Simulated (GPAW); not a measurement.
# Magnetic state of Fe2 V6 Fe2 001 from several starts, part 2 of 2

A self-consistent run ends on one state, which hangs on the start. Several orders of Fe2 V6 Fe2 001 are started in GPAW and their energies compared.

GPAW 26.7.0; PBE; plane waves with GPAW's PAW setups, scalar-relativistic.

So far. Step 2 (Start 1: ferro ++++): After 71 cycles the largest moment stands at 2.94 μB.

## Step 3: Run 2 (antiferro ++--)

Reversing part of the moments tests the sign of the couplings between them.

The input, order2.py:

```python
import json
import numpy as np
from ase import Atoms
from ase.parallel import paropen, parprint
from gpaw import GPAW

atoms = Atoms(['Fe', 'Fe', 'V', 'V', 'V', 'V', 'V', 'V', 'Fe', 'Fe'],
    cell=[[3.024, 0.0, 0.0],
         [0.0, 3.024, 0.0],
         [0.0, 0.0, 24.9454]],
    scaled_positions=[[0.0, 0.0, 0.240526],
         [0.5, 0.5, 0.292254],
         [0.0, 0.0, 0.348432],
         [0.5, 0.5, 0.409059],
         [0.0, 0.0, 0.469686],
         [0.5, 0.5, 0.530314],
         [0.0, 0.0, 0.590941],
         [0.5, 0.5, 0.651568],
         [0.0, 0.0, 0.707746],
         [0.5, 0.5, 0.759474]],
    pbc=True,
    magmoms=[2.6, 2.6, 0.0, 0.0, 0.0, 0.0, 0.0, 0.0, -2.6, -2.6])
atoms.calc = GPAW(mode={'name': 'pw', 'ecut': 450},
    xc='PBE',
    kpts={'size': (20, 20, 1), 'gamma': True},
    occupations={'name': 'fermi-dirac', 'width': 0.05},
    convergence={'density': 1e-05, 'energy': 1e-05},
    maxiter=250,
    mixer={'name': 'pulay', 'beta': 0.03, 'nmaxold': 8, 'weight': 100},
    symmetry={'tolerance': 1e-4},
    txt='order2.txt')
e = atoms.get_potential_energy(force_consistent=True)
res = {'free_energy': e, 'energy_sigma0': atoms.get_potential_energy(), 'fermi_energy': atoms.calc.get_fermi_level()}
res['moments'] = atoms.get_magnetic_moments().tolist()
res['total'] = atoms.get_magnetic_moment()
parprint('site moments (muB):', np.round(res['moments'], 3))
parprint(f"total moment: {res['total']:.3f} muB")
parprint(f'free energy: {e:.6f} eV')
atoms.calc.write('order2.gpw')
with paropen('results.json', 'w') as f:
    json.dump(res, f)
```

On the command line:

```bash
$ OMP_NUM_THREADS=1 mpirun -n 4 gpaw python order2.py > order2.log
```

Numbers of over 12 decimals in the logs are rounded to 6 here.

Log:

```text
site moments (muB): [ 2.942  1.97  -0.469 -0.01   0.022 -0.022  0.01   0.469 -1.97  -2.942]
total moment: 0.000 muB
free energy: -84.593697 eV

--- order2.txt ---
Input parameters:
  mode=PW(ecut=450),
  convergence={'density': 1e-05, 'energy': 1e-05},
  kpts=MonkhorstPack(size=(20, 20, 1), gamma=True),
  maxiter=250,
  mixer=Pulay(name='pulay', nmaxold=8, beta=0.03, weight=100, sigma=0.015, g_ss=None),
  occupations=Occupations(name='fermi-dirac', width=0.05),
  symmetry=Symmetry(tolerance=0.0001),
  xc=XC(name='PBE')

Diagonalizing LCAO Hamiltonian
Converting LCAO to pw mode
   .------.
  /|      |
 * |      |
 | |      |
 | |      |
 | |      |
 | |      |
 | |      |
 | | Fe   |
 | |      |
 | |      |
 Fe|      |
 | | V    |
 | |      |
 | |      |
 V |      |
 | | V    |
 | |      |
 V |      |
 | | V    |
 | |      |
 | |      |
 V |      |
 | | Fe   |
 | |      |
 | |      |
 Fe|      |
 | |      |
 | |      |
 | |      |
 | |      |
 | .------.
 |/      /
 *------*

Atoms  # Å, Bohr magnetons
|   | symbol |        x |        y |         z |    initial magnetic moments |
|---|--------|----------|----------|-----------|-----------------------------|
| 0 |     Fe | 0.000000 | 0.000000 |  6.000017 | ( 0.0000,  0.0000,  2.6000) |
| 1 |     Fe | 1.512000 | 1.512000 |  7.290393 | ( 0.0000,  0.0000,  2.6000) |
| 2 |      V | 0.000000 | 0.000000 |  8.691776 | ( 0.0000,  0.0000,  0.0000) |
| 3 |      V | 1.512000 | 1.512000 | 10.204140 | ( 0.0000,  0.0000,  0.0000) |
| 4 |      V | 0.000000 | 0.000000 | 11.716505 | ( 0.0000,  0.0000,  0.0000) |
| 5 |      V | 1.512000 | 1.512000 | 13.228895 | ( 0.0000,  0.0000,  0.0000) |
| 6 |      V | 0.000000 | 0.000000 | 14.741260 | ( 0.0000,  0.0000,  0.0000) |
| 7 |      V | 1.512000 | 1.512000 | 16.253624 | ( 0.0000,  0.0000,  0.0000) |
| 8 |     Fe | 0.000000 | 0.000000 | 17.655007 | ( 0.0000,  0.0000, -2.6000) |
| 9 |     Fe | 1.512000 | 1.512000 | 18.945383 | ( 0.0000,  0.0000, -2.6000) |

Unit cell  # Å
| periodic |        x |        y |         z |   lengths |    angles |
|----------|----------|----------|-----------|-----------|-----------|
|      yes | 3.024000 | 0.000000 |  0.000000 |  3.024000 | 90.000000 |
|      yes | 0.000000 | 3.024000 |  0.000000 |  3.024000 | 90.000000 |
|      yes | 0.000000 | 0.000000 | 24.945400 | 24.945400 | 90.000000 |

Number of symmetries: 8

BZ-sampling:
  Number of BZ points: 400
  Number of IBZ points: 66

  Monkhorst-Pack size: [20, 20, 1]
  Monkhorst-Pack shift: [0.025, 0.025, 0.0]

Plane wave coefficients: 4999
Cutoff: 450.000000 eV

Spin-components: 2 (collinear spins)
Bands:           70
Projectors:      60
Spin-degeneracy: 1
Datatype:        complex128

Parallelization:
  kpt:    4
  domain: 1
  band:   1

Density:
  Valence electrons: 110.0
  Components: 2
  Grid points: [ 15  15 125]
  Charge: 0.0  # |e|

Potential:
  Grid points: [ 15  15 125]

[... setups left out ...]
Reference energy: -293400.791772  # eV

eigensolver:
  PPCG
  Converge bands: occupied
  niter=2

density mixing:
  Pulay-Mixer
  Linear mixing parameters: 0.03
  Old densities: 8
  Fourier metric: weight=100, sigma=0.015

occupation numbers:
  Fermi-Dirac:
    width: 0.0500  # eV

poisson solver:
  ecut: 3600.000000  # eV

xc functional:
  name: PBE with 2 nearest neighbor stencil

convergence criteria:
- Maximum integral of absolute [dens]ity change: 1e-05 electrons / valence electron
- Maximum [total energy] change in last 3 cyles: 1e-05 eV / valence electron
- Maximum integral of absolute [eigenst]ate change: 4e-08 eV^2 / valence electron
maximum number of iterations: 250

SCF iterations
|iter     |      energy | eigst |  dens |  magmom |
|---------|-------------|-------|-------|---------|
|iter:   1|       0s |  -94.443331 | +0.70 |       |  -0.0000|
|iter:   2|      20s | -102.083566 | +0.50 | -0.87 |  +0.0001|
|iter:   3|      39s |  -87.007089 | -0.32 | -0.63 |  +0.0000|
|iter:   4|      58s |  -86.657921 | -1.10 | -1.04 |  +0.0002|
|iter:   5|      78s |  -84.951668 | -0.83 | -1.07 |  -0.0018|
|iter:   6|      97s |  -84.764538 | -1.65 | -1.17 |  +0.0004|
|iter:   7|     117s |  -84.510215 | -2.02 | -1.19 |  -0.0003|
|iter:   8|     136s |  -84.111726 | -1.36 | -1.25 |  +0.0016|
|iter:   9|     155s |  -84.098240 | -1.84 | -1.40 |  +0.0016|
|iter:  10|     175s |  -84.115017 | -2.45 | -1.45 |  +0.0016|
[... 53 iterations left out ...]
|iter:  64|    1229s |  -84.536447c| -6.91 | -4.35 |  +0.0000|
|iter:  65|    1249s |  -84.536448c| -7.39 | -4.51 |  +0.0000|
|iter:  66|    1268s |  -84.536448c| -7.14 | -4.59 |  +0.0000|
|iter:  67|    1287s |  -84.536448c| -7.81c| -4.69 |  +0.0000|
|iter:  68|    1296s |  -84.536448c| -7.57c| -4.70 |  +0.0000|
|iter:  69|    1315s |  -84.536449c| -8.22c| -4.74 |  +0.0000|
|iter:  70|    1324s |  -84.536449c| -7.97c| -4.78 |  +0.0000|
|iter:  71|    1334s |  -84.536450c| -8.29c| -4.92 |  +0.0000|
|iter:  72|    1343s |  -84.536450c| -7.76c| -4.98 |  +0.0000|
|iter:  73|    1352s |  -84.536450c| -8.09c| -5.05c|  +0.0000|

Converged in 73 steps
Energy contributions relative to reference atoms: (reference = -293400.791772)

Energy contributions:
  Kinetic:           3.164564
  Coulomb:          -6.879602
  Zero:              1.384388
  External:          0.000000
  Xc:              -82.148553
  Entropy:          -0.114495
  Spinorbit:         0.000000
  ----------------------------
  Free energy:     -84.593697
  Extrapolated:    -84.536450

dipole moment: (-36.739620, -36.739620, -0.000489)  # |e|*Ang

Total magnetic moment: (0.000000, 0.000000, 0.000007)

Local magnetic moments
|        x |        y |         z |
|----------|----------|-----------|
| 0.000000 | 0.000000 |  2.941724 |  # Fe   0
| 0.000000 | 0.000000 |  1.970474 |  # Fe   1
| 0.000000 | 0.000000 | -0.468780 |  # V    2
| 0.000000 | 0.000000 | -0.010132 |  # V    3
| 0.000000 | 0.000000 |  0.022189 |  # V    4
| 0.000000 | 0.000000 | -0.022189 |  # V    5
| 0.000000 | 0.000000 |  0.010134 |  # V    6
| 0.000000 | 0.000000 |  0.468780 |  # V    7
| 0.000000 | 0.000000 | -1.970467 |  # Fe   8
| 0.000000 | 0.000000 | -2.941722 |  # Fe   9

Fermi level: 3.895
Eigenvalues  # (at kpt = [-0.000, -0.000, 0.000])
| band index |      eig [eV] | occ [0-1] |      eig [eV] | occ [0-1] |
|------------|---------------|-----------|---------------|-----------|
|          0 |       -60.311 |     1.000 |       -60.311 |     1.000 |
|        ... |               |           |               |           |
|         42 |         2.293 |     1.000 |         2.293 |     1.000 |
|         43 |         2.455 |     1.000 |         2.455 |     1.000 |
|         44 |         2.455 |     1.000 |         2.455 |     1.000 |
|         45 |         2.982 |     1.000 |         2.982 |     1.000 |
|         46 |         3.037 |     1.000 |         3.037 |     1.000 |
|         47 |         3.437 |     1.000 |         3.437 |     1.000 |
|         48 |         3.645 |     0.993 |         3.645 |     0.993 |
|         49 |         3.645 |     0.993 |         3.645 |     0.993 |
|         50 |         3.921 |     0.374 |         3.921 |     0.374 |
|         51 |         3.955 |     0.234 |         3.955 |     0.234 |
|         52 |         3.955 |     0.234 |         3.955 |     0.234 |
|         53 |         4.115 |     0.012 |         4.115 |     0.012 |
|         54 |         4.291 |     0.000 |         4.291 |     0.000 |
|         55 |         4.291 |     0.000 |         4.291 |     0.000 |
|         56 |         4.409 |     0.000 |         4.409 |     0.000 |
|         57 |         4.409 |     0.000 |         4.409 |     0.000 |
|        ... |               |           |               |           |
|         69 |         5.973 |     0.000 |         5.973 |     0.000 |

No gap
No difference between direct/indirect transitions
```

Wall time 23 min (4 MPI ranks of Arm Neoverse V1, shared host); peak memory 1.7 GiB; 1.5 h of CPU time.

Spin moment in the augmentation sphere by atom:

| atom | spin moment in the augmentation sphere (μB) |
| --- | --- |
| Fe1 | 2.94 |
| Fe2 | 1.97 |
| V3 | -0.47 |
| V4 | -0.01 |
| V5 | 0.02 |
| V6 | -0.02 |
| V7 | 0.01 |
| V8 | 0.47 |
| Fe9 | -1.97 |
| Fe10 | -2.94 |

Read from the output:

| Item | Value |
| --- | --- |
| magnetization | 0 μB |
| final state | antiferromagnetic |

It lies 0.216 meV a seeded atom over the first start, and its largest moment is 2.94 μB against 2.94 μB.

## Step 4: Start 3: no spin polarisation

A run without seeds gives the energy of the state without moments.

nospin.py is the script of step 3 with these lines changed:

```diff
@@ -20,4 +20,3 @@
          [0.5, 0.5, 0.759474]],
-    pbc=True,
-    magmoms=[2.6, 2.6, 0.0, 0.0, 0.0, 0.0, 0.0, 0.0, -2.6, -2.6])
+    pbc=True)
 atoms.calc = GPAW(mode={'name': 'pw', 'ecut': 450},
@@ -30,11 +29,7 @@
     symmetry={'tolerance': 1e-4},
-    txt='order2.txt')
+    txt='nospin.txt')
 e = atoms.get_potential_energy(force_consistent=True)
 res = {'free_energy': e, 'energy_sigma0': atoms.get_potential_energy(), 'fermi_energy': atoms.calc.get_fermi_level()}
-res['moments'] = atoms.get_magnetic_moments().tolist()
-res['total'] = atoms.get_magnetic_moment()
-parprint('site moments (muB):', np.round(res['moments'], 3))
-parprint(f"total moment: {res['total']:.3f} muB")
 parprint(f'free energy: {e:.6f} eV')
-atoms.calc.write('order2.gpw')
+atoms.calc.write('nospin.gpw')
 with paropen('results.json', 'w') as f:
```

On the command line:

```bash
$ OMP_NUM_THREADS=1 mpirun -n 4 gpaw python nospin.py > nospin.log
```

Log:

```text
free energy: -82.190121 eV

--- nospin.txt ---
Input parameters:
  mode=PW(ecut=450),
  convergence={'density': 1e-05, 'energy': 1e-05},
  kpts=MonkhorstPack(size=(20, 20, 1), gamma=True),
  maxiter=250,
  mixer=Pulay(name='pulay', nmaxold=8, beta=0.03, weight=100, sigma=0.015, g_ss=None),
  occupations=Occupations(name='fermi-dirac', width=0.05),
  symmetry=Symmetry(tolerance=0.0001),
  xc=XC(name='PBE')

[...]
|        ... |               |           |
|         45 |         2.806 |     2.000 |
|         46 |         3.175 |     1.998 |
|         47 |         3.175 |     1.998 |
|         48 |         3.175 |     1.998 |
[...]
|         58 |         3.927 |     0.001 |
|         59 |         3.957 |     0.000 |
|         60 |         4.157 |     0.000 |
|        ... |               |           |
|         69 |         5.961 |     0.000 |

No gap
No difference between direct/indirect transitions

[key lines of the parts left out:]
Free energy:     -82.190121
Converged in 46 steps
dipole moment: (-36.768618, -36.768618, -0.000510)  # |e|*Ang
Fermi level: 3.534
```

It took 7.5 min on 4 MPI ranks; peak memory 1.3 GiB; 30 min of CPU time.

Read from the output:

| Item | Value |
| --- | --- |
| final state | non-magnetic (no spin polarisation) |

It lies 601 meV a seeded atom over the first start.

## Step 5: Energies of the orders

These are free energies at a smearing of 0.05 eV, so its entropy term is in the differences. They are divided by the number of seeded atoms, so that cells of unlike size compare.

Orders:

| start | final state | typed order kept | energy over the lowest (meV a seeded atom) | largest site moment (μB) | net moment (μB a primitive cell) | mesh matched | CPU time (s) |
| --- | --- | --- | --- | --- | --- | --- | --- |
| ferro ++++ | ferrimagnetic | yes | 0 | 2.943 | 8.664 | yes | 5281 |
| antiferro ++-- | antiferromagnetic | yes | 0.2157 | 2.942 | 0 | yes | 5538 |
| no spin polarisation | non-magnetic | - | 601.1 | 0 | 0 | yes | 1800 |

## Step 6: Outcome

```yaml
lowest_state_found: ferrimagnetic (typed ferro ++++)
largest_site_moment: 2.94 μB
next_state: antiferromagnetic, 0.216 meV a seeded atom higher
energy_gained_by_spin_polarisation: 601 meV a seeded atom
```

**Reading.** The lowest state found is ferrimagnetic, reached from the start ferro ++++, with moments up to 2.94 μB. The two lowest states lie so close that the mesh, the functional or spin–orbit coupling could swap them. Only 3 starts are shown; other collinear patterns, canted and longer-period orders are not.

[Logs and program files are shortened in this print: banners, set-up blocks, solver, clock and traceback lines can be left out without a mark of their own.]

[Logs are printed without paths, hosts, clocks, repeated set-up lines and the standing remarks that a program may print on its own settings, such as how far it seeks lower states.]

[Hosts, paths, dates, database ids (printed as entryN), source tags and the programs' standing remarks are cut or masked in the printed files.]

[Where a cell is said to come from a database of computed structures, the database is the Materials Project.]
